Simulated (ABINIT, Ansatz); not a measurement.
Computed results, one entry a study.

```json
{"subject": "CaGaSiH (P3m1): one start, several treatments of the self-energy", "lattice_ang": [[4.0911, 0.0, 0.0], [-2.0455, 3.543, 0.0], [0.0, 0.0, 4.7628]], "atoms": [["Ca", 0.3333, 0.6667, 0.0], ["Ga", 0.0, 0.0, 0.5568], ["Si", 0.6667, 0.3333, 0.4337], ["H", 0.0, 0.0, 0.925]], "method": "RPA screening on LDA, plane waves, norm-conserving pseudopotentials (and 3 further levels or steps)", "program": "ABINIT 10.8.3", "settings": "cutoff 45 Ha, PseudoDojo scalar-relativistic 0.4.1 stringent, norm-conserving, ngkpt (3, 3, 2), nband 63, ecuteps 4.2 Ha, inclvkb 2, shiftk (0, 0, 0), symchi 1, awtr 1, frequency ppm, 3×3×2 k-mesh", "cost": "6 runs, 1.8 min in all on 4 MPI ranks of Arm Neoverse V1, shared host", "notes": "The program’s warnings: nkpt*nsppol () is not a multiple of nproc spkpt (). The cell and positions come from the Crystallography Open Database and are kept as given unless a step says otherwise. Limits: mesh may overstate the screening; no spin-orbit coupling. The 3×3×2 mesh is coarse for this cell, which bears on the long-range parts of exchange and screening. For the LDA start: The RPA ε∞ on this mesh reaches over 25; with a narrow direct gap a coarse mesh can overstate it, and the correction is then too small.", "results": {"g0w0_godby_needs_plasmon_pole": "1.100 eV", "g0w0_von_der_linden_horsch_plasmon_pole": "1.147 eV", "g0w0_engel_farid_plasmon_pole": "1.085 eV", "one_shot_hartree_fock": "5.717 eV", "known_limits": "short of the basis limit; mesh may overstate the screening; no spin-orbit coupling; coarse k mesh"}}
```

[Long decimals in the printed logs are rounded to 6 places.]

[Logs are printed without paths, hosts, clocks, repeated set-up lines and the standing remarks that a program may print on its own settings, such as how far it seeks lower states.]

[Paths, hosts, dates, memory and timing lines, banners, echoed tables and standing remarks are left out of the program output; an Ansatz launch command may be rebuilt from the run's recorded settings. Measured values are a selection of at most five: reports struck by readers or far from the other reports are left out. None is set beside runs whose start may be inverted or whose files or cutoffs have a known fault.]

[Runs of the session that timed out or met a known fault of the program may be left out.]

[Hosts, paths, dates, database ids (printed as entryN), source tags and the programs' standing remarks are cut or masked in the printed files.]

[G0W0 gaps are taken among the corrected bands and points alone; a level outside them can change the order at an edge.]

[Where Ansatz stands beside ABINIT at settings called matched, ABINIT's density can come from a denser mesh and the files from another edition; pairs whose starting gaps differed by over 0.03 eV were left out, so agreement reads better than it is.]
